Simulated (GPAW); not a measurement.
## Cl-SnSn-Cl chair monolayer: work function by functional and basis

Aim: the work function of both faces of Cl-SnSn-Cl chair monolayer, and its spread over functionals and bases.

Calculated with GPAW 26.7.0; GPAW, PAW setups; layer in a repeated cell with vacuum, relaxation of atoms and in-plane cell, in the first sound run; inputs show where later runs differ.

**1. Starting point**

The cell holds 4 atoms: 2 Cl and 2 Sn. Its edges and angles: a = 4.587 Å, b = 4.587 Å, c = 19.747 Å, α = 90.0°, β = 90.0°, γ = 120.0°. Vacuum lies along c.

**2. Relaxing the atoms**

The atoms are relaxed first, since the surface dipole, and with it the work function, follows the positions of the outer layers.

File run.py:

```python
import json
import numpy as np
from ase import Atoms
from ase.filters import FrechetCellFilter
from ase.optimize import BFGS
from gpaw import GPAW, PW

slab = Atoms(
    ['Cl', 'Sn', 'Sn', 'Cl'],
    positions=[
        [2.29350, 1.32415, 7.00000],
        [2.29350, 1.32415, 9.41000],
        [-0.00000, 2.64831, 10.33667],
        [-0.00000, 2.64831, 12.74667]],
    cell=[[4.587, 0.0, 0.0], [-2.2935, 3.97246, 0.0], [0.0, 0.0, 19.7467]],
    pbc=[True, True, True])

slab.calc = GPAW(mode=PW(600), xc='PBE', kpts={'size': (9, 9, 1), 'gamma': True},
                 occupations={'name': 'fermi-dirac', 'width': 0.05}, nbands='200%',
                 convergence={'density': 1e-05}, maxiter=200,
                 symmetry={'tolerance': 1e-3}, txt='slab.txt')
result = {}
# The in-plane cell is free; stress needs a cell that repeats along all three vectors
path = []
opt = BFGS(FrechetCellFilter(slab, mask=[1, 1, 0, 0, 0, 1]), maxstep=0.2)
opt.attach(lambda: path.append((slab.get_potential_energy(), slab.positions.tolist(), slab.get_forces().tolist())))
result['relaxed'] = bool(opt.run(fmax=0.02, steps=45))
result['path'] = path
result['cell'] = slab.cell.tolist()
print('in-plane lattice', slab.cell.cellpar().round(4)[[0, 1, 5]])
energy = slab.get_potential_energy()
fermi = slab.calc.get_fermi_level()
v = slab.calc.get_electrostatic_potential().mean((0, 1)) - fermi
n = slab.calc.get_pseudo_density().mean((0, 1))
L = slab.cell[2, 2]
z = np.arange(len(v)) * L / len(v)
low, high = slab.positions[:, 2].min(), slab.positions[:, 2].max()
below, above = np.interp([low - 4.8, high + 4.8], z, v)
slopes = [np.interp(x, z, np.gradient(v, z)) for x in (low - 4.8, high + 4.8)]
eps = np.array([[slab.calc.get_eigenvalues(k, s) for k in range(len(slab.calc.get_ibz_k_points()))]
                for s in range(slab.calc.get_number_of_spins())]) - fermi
top, bottom = eps[eps < 0].max(), eps[eps > 0].min()
dipole = slab.get_dipole_moment()[2]
print(f'energy {energy:.4f} eV, Fermi level {fermi:.4f} eV, dipole {dipole:.5f} e A')
print(f'potential 4.8 A off the faces, from the Fermi level: lower {below:.4f} eV, upper {above:.4f} eV')
print(f'slope of the potential there: lower {slopes[0]:.5f}, upper {slopes[1]:.5f} eV/A')
print(f'nearest levels on the mesh: {top:.4f} and {bottom:.4f} eV')
print('magnetic moment', round(slab.get_magnetic_moment(), 3))
result.update(energy=energy, fermi=fermi, dipole=dipole, below=below, above=above, slopes=slopes, edges=[top, bottom],
              z=z.tolist(), v=v.tolist(), n=n.tolist(), positions=slab.positions.tolist(),
              forces=slab.get_forces(apply_constraint=False).tolist(), moments=slab.get_magnetic_moments().tolist())
json.dump(result, open('result.json', 'w'))
```

Launch:

```sh
> OMP_NUM_THREADS=1 OPENBLAS_NUM_THREADS=1 python run.py
```

What it wrote:

```text
Step          Energy          fmax
BFGS:    0      -13.871574        0.642263
BFGS:    1      -13.895194        0.576053
BFGS:    2      -13.948366        0.628607
BFGS:    3      -13.965103        0.647847
BFGS:    4      -14.102301        0.302172
BFGS:    5      -14.107902        0.125521
BFGS:    6      -14.108839        0.093762
BFGS:    7      -14.109911        0.127758
BFGS:    8      -14.111489        0.137405
BFGS:    9      -14.112921        0.092546
BFGS:   10      -14.113474        0.037160
BFGS:   11      -14.113565        0.005512
in-plane lattice [  4.9197   4.9197 120.    ]
energy -14.1121 eV, Fermi level -3.5755 eV, dipole -0.00040 e A
potential 4.8 A off the faces, from the Fermi level: lower 6.3949 eV, upper 6.3958 eV
slope of the potential there: lower -0.00019, upper -0.00018 eV/A
nearest levels on the mesh: -0.0256 and 0.7287 eV
magnetic moment 0.0
```

Run time: 20 min. Hardware: 1 thread of Arm Neoverse V2, shared host; peak memory 0.68 GiB.

Numbers from this step:

```yaml
dipole_along_the_normal: -4.01e-4 e·Å
levels_nearest_the_fermi_level_on_the_mesh: -0.02563, 0.7287 eV from the Fermi level
```

Electrostatic potential energy of an electron (without an applied field's), less the Fermi level, planar mean against z:

```tsv
z (Å)	electrostatic potential energy of an electron (without an applied field's), less the Fermi level, planar mean (eV)
0.0	6.40
0.5	6.40
1.0	6.40
1.5	6.40
2.0	6.40
2.5	6.39
3.0	6.39
3.5	6.39
4.0	6.39
4.5	6.39
5.0	6.38
5.5	6.33
6.0	6.03
6.5	4.28
7.0	-2.13
7.5	-0.00169
8.0	3.66
8.5	2.26
9.0	-2.94
9.5	-10.8
10.0	-12.4
10.5	-7.09
11.0	0.272
11.5	3.41
12.0	2.68
12.5	-3.19
13.0	1.72
13.5	5.52
14.0	6.25
14.5	6.37
15.0	6.39
15.5	6.40
16.0	6.40
16.5	6.40
17.0	6.40
17.5	6.40
18.0	6.40
18.5	6.40
19.0	6.40
19.5	6.40
```

The pseudo valence density, planar mean oscillates, so the rows of the table below give means over windows of 1 Å about each position, cut where the curve ends. Its maxima inside the range that stand out by 2 % of the span (Å: e/Å³): 7.4: 0.227, 9.7: 0.833, 10.0: 0.833, 12.3: 0.227. Its minima: 8.3: 0.0734, 9.9: 0.796, 11.5: 0.0734.

Pseudo valence density, planar mean against z; means over each step:

z (Å), pseudo valence density, planar mean (e/Å³) and a bar:
```
        4      0.000 
        5      0.001 
        6      0.039 ##
        7      0.204 ########
        8      0.124 #####
        9      0.328 #############
       10      0.776 ##############################
       11      0.181 #######
       12      0.160 ######
       13      0.171 #######
       14      0.018 #
       15      0.001 
       16      0.000
```

The relaxation lowered the energy of the cell by 0.241 eV (energies extrapolated to zero smearing; the optimiser's log prints free energies). The largest force left on a free atom is 0.0055 eV/Å.

**3. The slab's potential**

With the geometry fixed, the planar mean of the potential gives the vacuum level on each side.

This step: GPAW, PAW setups; slab in vacuum (GPAW 26.7.0).

The cell differs from the one that the last finished run ended in (c 19.747 → 19.418 Å).

run.py: that of step 2 with these lines changed.

```diff
@@ -3,4 +3,2 @@
 from ase import Atoms
-from ase.filters import FrechetCellFilter
-from ase.optimize import BFGS
 from gpaw import GPAW, PW
@@ -10,22 +8,15 @@
     positions=[
-        [2.29350, 1.32415, 7.00000],
-        [2.29350, 1.32415, 9.41000],
-        [-0.00000, 2.64831, 10.33667],
-        [-0.00000, 2.64831, 12.74667]],
-    cell=[[4.587, 0.0, 0.0], [-2.2935, 3.97246, 0.0], [0.0, 0.0, 19.7467]],
-    pbc=[True, True, True])
+        [2.45986, 1.42020, 7.00000],
+        [2.45986, 1.42020, 9.37320],
+        [0.00000, 2.84040, 10.04461],
+        [0.00000, 2.84040, 12.41781]],
+    cell=[[4.91972, -0.0, 0.0], [-2.45986, 4.2606, 0.0], [0.0, 0.0, 19.4178]],
+    pbc=[True, True, False])
 
-slab.calc = GPAW(mode=PW(600), xc='PBE', kpts={'size': (9, 9, 1), 'gamma': True},
+slab.calc = GPAW(mode=PW(400), xc='PBE', kpts={'size': (9, 9, 1), 'gamma': True},
                  occupations={'name': 'fermi-dirac', 'width': 0.05}, nbands='200%',
                  convergence={'density': 1e-05}, maxiter=200,
+                 poissonsolver={'dipolelayer': 'xy'},
                  symmetry={'tolerance': 1e-3}, txt='slab.txt')
 result = {}
-# The in-plane cell is free; stress needs a cell that repeats along all three vectors
-path = []
-opt = BFGS(FrechetCellFilter(slab, mask=[1, 1, 0, 0, 0, 1]), maxstep=0.2)
-opt.attach(lambda: path.append((slab.get_potential_energy(), slab.positions.tolist(), slab.get_forces().tolist())))
-result['relaxed'] = bool(opt.run(fmax=0.02, steps=45))
-result['path'] = path
-result['cell'] = slab.cell.tolist()
-print('in-plane lattice', slab.cell.cellpar().round(4)[[0, 1, 5]])
 energy = slab.get_potential_energy()
```

What it wrote:

```text
energy -13.8036 eV, Fermi level -3.5269 eV, dipole 0.00022 e A
potential 4.8 A off the faces, from the Fermi level: lower 6.3962 eV, upper 6.3949 eV
slope of the potential there: lower -0.00006, upper 0.00006 eV/A
nearest levels on the mesh: -0.0256 and 0.7259 eV
magnetic moment 0.0
```

The job ended after 65 s (1 thread; peak memory 0.29 GiB).

Numbers from this step:

```yaml
dipole_along_the_normal: 2.23e-4 e·Å
levels_nearest_the_fermi_level_on_the_mesh: -0.02559, 0.7259 eV from the Fermi level
upper_work_function: 6.395 eV
lower_work_function: 6.396 eV
```

Electrostatic potential energy of an electron (without an applied field's), less the Fermi level, planar mean against z:

```tsv
z (Å)	electrostatic potential energy of an electron (without an applied field's), less the Fermi level, planar mean (eV)
0.0	6.40
0.5	6.40
1.0	6.40
1.5	6.40
2.0	6.40
2.5	6.40
3.0	6.40
3.5	6.40
4.0	6.40
4.5	6.39
5.0	6.38
5.5	6.28
6.0	5.73
6.5	2.76
7.0	-3.44
7.5	1.96
8.0	3.60
8.5	1.04
9.0	-5.67
9.5	-12.1
10.0	-11.6
10.5	-4.28
11.0	1.71
11.5	3.68
12.0	1.07
12.5	-3.05
13.0	3.59
13.5	5.90
14.0	6.31
14.5	6.38
15.0	6.39
15.5	6.39
16.0	6.39
16.5	6.39
17.0	6.39
17.5	6.39
18.0	6.39
18.5	6.39
19.0	6.40
```

Table of pseudo valence density, planar mean by z:

z (Å), pseudo valence density, planar mean (e/Å³) and a bar from the least value:
```
     0.00      0.000 
     0.43      0.000 
     1.08      0.000 
     1.51      0.000 
     2.16      0.000 
     2.59      0.000 
     3.02      0.000 
     3.67      0.000 
     4.10      0.000 
     4.75      0.001 
     5.18      0.002 
     5.61      0.011 
     6.26      0.100 ####
     6.69      0.222 ########
     7.34      0.222 ########
     7.77      0.119 ####
     8.20      0.072 ###
     8.85      0.244 #########
     9.28      0.766 ###########################
     9.92      0.842 ##############################
    10.36      0.483 #################
    11.00      0.084 ###
    11.43      0.084 ###
    11.87      0.175 ######
    12.51      0.217 ########
    12.95      0.169 ######
    13.59      0.024 #
    14.02      0.005 
    14.46      0.001 
    15.10      0.000 
    15.53      0.000 
    16.18      0.000 
    16.61      0.000 
    17.04      0.000 
    17.69      0.000 
    18.12      0.000 
    18.77      0.000 
    19.20      0.000
```

The potential is flat to 5.6e-5 eV/Å where it is read, so the vacuum is wide enough.

**4. Self-consistent run: xc = "revPBE"**

The same geometry under revPBE, to see how far the functional moves the levels against the vacuum.

run.py: that of step 3 with these lines changed.

```diff
@@ -15,3 +15,3 @@
 
-slab.calc = GPAW(mode=PW(400), xc='PBE', kpts={'size': (9, 9, 1), 'gamma': True},
+slab.calc = GPAW(mode=PW(400), xc='revPBE', kpts={'size': (9, 9, 1), 'gamma': True},
                  occupations={'name': 'fermi-dirac', 'width': 0.05}, nbands='200%',
```

What it wrote:

```text
energy -13.0762 eV, Fermi level -3.4617 eV, dipole 0.00022 e A
potential 4.8 A off the faces, from the Fermi level: lower 6.3388 eV, upper 6.3376 eV
slope of the potential there: lower -0.00006, upper 0.00006 eV/A
nearest levels on the mesh: -0.0257 and 0.7508 eV
magnetic moment 0.0
```

Elapsed: 65 s, on 1 thread; peak memory 0.29 GiB.

This step gave:

```yaml
levels_nearest_the_fermi_level_on_the_mesh: -0.02571, 0.7508 eV from the Fermi level
upper_work_function: 6.338 eV
lower_work_function: 6.339 eV
```

The electrostatic potential energy of an electron (without an applied field's), less the Fermi level, planar mean by z:

```tsv
z (Å)	electrostatic potential energy of an electron (without an applied field's), less the Fermi level, planar mean (eV)
0.0	6.34
0.5	6.34
1.0	6.34
1.5	6.34
2.0	6.34
2.5	6.34
3.0	6.34
3.5	6.34
4.0	6.34
4.5	6.33
5.0	6.32
5.5	6.23
6.0	5.68
6.5	2.70
7.0	-3.50
7.5	1.88
8.0	3.51
8.5	0.938
9.0	-5.76
9.5	-12.2
10.0	-11.7
10.5	-4.37
11.0	1.61
11.5	3.59
12.0	0.994
12.5	-3.12
13.0	3.54
13.5	5.85
14.0	6.25
14.5	6.32
15.0	6.33
15.5	6.34
16.0	6.34
16.5	6.34
17.0	6.34
17.5	6.34
18.0	6.34
18.5	6.34
19.0	6.34
```

The pseudo valence density, planar mean oscillates, so the rows of the table below give means over windows of 1 Å about each position, cut where the curve ends. Its maxima inside the range that stand out by 2 % of the span (Å: e/Å³): 6.7: 0.222, 9.5: 0.842, 9.9: 0.842, 12.7: 0.222. Its minima: 8.2: 0.0713, 9.7: 0.796, 11.2: 0.0713.

Pseudo valence density, planar mean against z; means over each step:

```tsv
z (Å)	pseudo valence density, planar mean (e/Å³)
4	7.1e-5
5	0.00237
6	0.0637
7	0.212
8	0.106
9	0.446
10	0.708
11	0.130
12	0.182
13	0.143
14	0.0103
15	3.0e-4
16	1.0e-5
```

Force by atom:

```tsv
atom	x (eV/Å)	y (eV/Å)	z (eV/Å)	size
Cl1	0.000	0.000	-0.148	0.148
Sn2	0.000	0.000	0.044	0.044
Sn3	0.000	0.000	-0.044	0.044
Cl4	0.000	0.000	0.148	0.148
```

The upper face's work function is 6.338 eV, against 6.395 eV in the first plane-wave PBE run at this geometry.

**5. Self-consistent run: xc = "LDA"**

The same geometry under LDA, to see how far the functional moves the levels against the vacuum.

run.py: that of step 4 with these lines changed.

```diff
@@ -15,3 +15,3 @@
 
-slab.calc = GPAW(mode=PW(400), xc='revPBE', kpts={'size': (9, 9, 1), 'gamma': True},
+slab.calc = GPAW(mode=PW(400), xc='LDA', kpts={'size': (9, 9, 1), 'gamma': True},
                  occupations={'name': 'fermi-dirac', 'width': 0.05}, nbands='200%',
```

What it wrote:

```text
energy -15.3646 eV, Fermi level -3.7283 eV, dipole 0.00022 e A
potential 4.8 A off the faces, from the Fermi level: lower 6.5620 eV, upper 6.5607 eV
slope of the potential there: lower -0.00006, upper 0.00006 eV/A
nearest levels on the mesh: -0.0260 and 0.6542 eV
magnetic moment 0.0
```

Wall time 65 s (1 thread); peak memory 0.28 GiB.

Numbers from this step:

```yaml
dipole_along_the_normal: 2.24e-4 e·Å
levels_nearest_the_fermi_level_on_the_mesh: -0.02597, 0.6542 eV from the Fermi level
upper_work_function: 6.561 eV
lower_work_function: 6.562 eV
```

Electrostatic potential energy of an electron (without an applied field's), less the Fermi level, planar mean against z:

```tsv
z (Å)	electrostatic potential energy of an electron (without an applied field's), less the Fermi level, planar mean (eV)
0	6.56
1	6.56
2	6.56
3	6.56
4	6.56
5	6.54
6	5.89
7	-3.25
8	3.90
9	-5.34
10	-11.3
11	2.06
12	1.29
13	3.76
14	6.48
15	6.56
16	6.56
17	6.56
18	6.56
19	6.56
```

The upper face's work function is 6.561 eV, against 6.395 eV in the first plane-wave PBE run at this geometry.

**6. Self-consistent run: xc = "vdW-DF2"**

The same geometry under vdW-DF2, to see how far the functional moves the levels against the vacuum (the van der Waals functionals take revPBE setups).

run.py: that of step 5 with these lines changed.

```diff
@@ -15,3 +15,3 @@
 
-slab.calc = GPAW(mode=PW(400), xc='LDA', kpts={'size': (9, 9, 1), 'gamma': True},
+slab.calc = GPAW(mode=PW(400), xc='vdW-DF2', kpts={'size': (9, 9, 1), 'gamma': True},
                  occupations={'name': 'fermi-dirac', 'width': 0.05}, nbands='200%',
```

What it wrote:

```text
energy -271.0714 eV, Fermi level -3.7318 eV, dipole 0.00022 e A
potential 4.8 A off the faces, from the Fermi level: lower 6.6909 eV, upper 6.6897 eV
slope of the potential there: lower -0.00008, upper 0.00008 eV/A
nearest levels on the mesh: -0.0241 and 0.6515 eV
magnetic moment 0.0
```

Elapsed: 77 s, on 1 thread; peak memory 0.55 GiB.

Numbers from this step:

```
dipole along the normal                    : 2.23e-4 e·Å
levels nearest the Fermi level on the mesh : -0.02410, 0.6515 eV from the Fermi level
upper work function                        : 6.690 eV
lower work function                        : 6.691 eV
```

The upper face's work function is 6.690 eV, against 6.395 eV in the first plane-wave PBE run at this geometry.

**7. Self-consistent run: xc = "RPBE"**

The same geometry under RPBE, to see how far the functional moves the levels against the vacuum.

run.py: that of step 6 with these lines changed.

```diff
@@ -15,3 +15,3 @@
 
-slab.calc = GPAW(mode=PW(400), xc='vdW-DF2', kpts={'size': (9, 9, 1), 'gamma': True},
+slab.calc = GPAW(mode=PW(400), xc='RPBE', kpts={'size': (9, 9, 1), 'gamma': True},
                  occupations={'name': 'fermi-dirac', 'width': 0.05}, nbands='200%',
```

What it wrote:

```text
energy -13.0055 eV, Fermi level -3.4633 eV, dipole 0.00022 e A
potential 4.8 A off the faces, from the Fermi level: lower 6.3530 eV, upper 6.3518 eV
slope of the potential there: lower -0.00006, upper 0.00006 eV/A
nearest levels on the mesh: -0.0257 and 0.7579 eV
magnetic moment 0.0
```

It took 65 s on 1 thread; peak memory 0.29 GiB.

Numbers from this step:

```
levels nearest the Fermi level on the mesh : -0.02574, 0.7579 eV from the Fermi level
upper work function                        : 6.352 eV
lower work function                        : 6.353 eV
```

Electrostatic potential energy of an electron (without an applied field's), less the Fermi level, planar mean against z:

```tsv
z (Å)	electrostatic potential energy of an electron (without an applied field's), less the Fermi level, planar mean (eV)
0.0	6.35
0.5	6.35
1.0	6.35
1.5	6.35
2.0	6.35
2.5	6.35
3.0	6.35
3.5	6.35
4.0	6.35
4.5	6.35
5.0	6.33
5.5	6.24
6.0	5.68
6.5	2.70
7.0	-3.51
7.5	1.86
8.0	3.48
8.5	0.905
9.0	-5.79
9.5	-12.2
10.0	-11.7
10.5	-4.40
11.0	1.58
11.5	3.56
12.0	0.980
12.5	-3.12
13.0	3.54
13.5	5.85
14.0	6.26
14.5	6.34
15.0	6.35
15.5	6.35
16.0	6.35
16.5	6.35
17.0	6.35
17.5	6.35
18.0	6.35
18.5	6.35
19.0	6.35
```

The upper face's work function is 6.352 eV, against 6.395 eV in the first plane-wave PBE run at this geometry.

**8. OptPBE vdW: xc = "optPBE-vdW"**

The same geometry under optPBE-vdW, to see how far the functional moves the levels against the vacuum (the van der Waals functionals take revPBE setups).

run.py: that of step 7 with these lines changed.

```diff
@@ -15,3 +15,3 @@
 
-slab.calc = GPAW(mode=PW(400), xc='RPBE', kpts={'size': (9, 9, 1), 'gamma': True},
+slab.calc = GPAW(mode=PW(400), xc='optPBE-vdW', kpts={'size': (9, 9, 1), 'gamma': True},
                  occupations={'name': 'fermi-dirac', 'width': 0.05}, nbands='200%',
```

What it wrote:

```text
energy -55.3299 eV, Fermi level -3.6431 eV, dipole 0.00022 e A
potential 4.8 A off the faces, from the Fermi level: lower 6.5600 eV, upper 6.5588 eV
slope of the potential there: lower -0.00006, upper 0.00006 eV/A
nearest levels on the mesh: -0.0248 and 0.7061 eV
magnetic moment 0.0
```

The job ended after 76 s (1 thread; peak memory 0.55 GiB).

This step gave:

```
levels nearest the Fermi level on the mesh : -0.02478, 0.7061 eV from the Fermi level
upper work function                        : 6.559 eV
lower work function                        : 6.560 eV
```

The upper face's work function is 6.559 eV, against 6.395 eV in the first plane-wave PBE run at this geometry.

**9. Real-space grid: mode = "fd"**

A real-space grid is a second complete basis, so it checks the plane-wave result.

run.py: that of step 8 with these lines changed.

```diff
@@ -3,3 +3,3 @@
 from ase import Atoms
-from gpaw import GPAW, PW
+from gpaw import GPAW
 
@@ -15,3 +15,3 @@
 
-slab.calc = GPAW(mode=PW(400), xc='optPBE-vdW', kpts={'size': (9, 9, 1), 'gamma': True},
+slab.calc = GPAW(mode='fd', h=0.18, xc='PBE', kpts={'size': (9, 9, 1), 'gamma': True},
                  occupations={'name': 'fermi-dirac', 'width': 0.05}, nbands='200%',
```

What it wrote:

```text
energy -14.1237 eV, Fermi level -6.3952 eV, dipole 0.00018 e A
potential 4.8 A off the faces, from the Fermi level: lower 6.3958 eV, upper 6.3946 eV
slope of the potential there: lower -0.00001, upper 0.00001 eV/A
nearest levels on the mesh: -0.0256 and 0.7292 eV
magnetic moment 0.0
```

Run time: 4.3 min. Hardware: 1 thread; peak memory 1 GiB.

Numbers from this step:

| Item | Value |
| --- | --- |
| dipole along the normal | 1.78e-4 e·Å |
| levels nearest the Fermi level on the mesh | -0.02555, 0.7292 eV from the Fermi level |
| upper work function | 6.395 eV |
| lower work function | 6.396 eV |

The upper face's work function is 6.395 eV, against 6.395 eV in the first plane-wave PBE run at this geometry.

(Part 1 of 2 ends here.)

[Logs are printed without paths, hosts, clocks, repeated set-up lines and the standing remarks that a program may print on its own settings, such as how far it seeks lower states.]

[Hosts, paths, dates, database ids (printed as entryN), source tags and the programs' standing remarks are cut or masked in the printed files.]
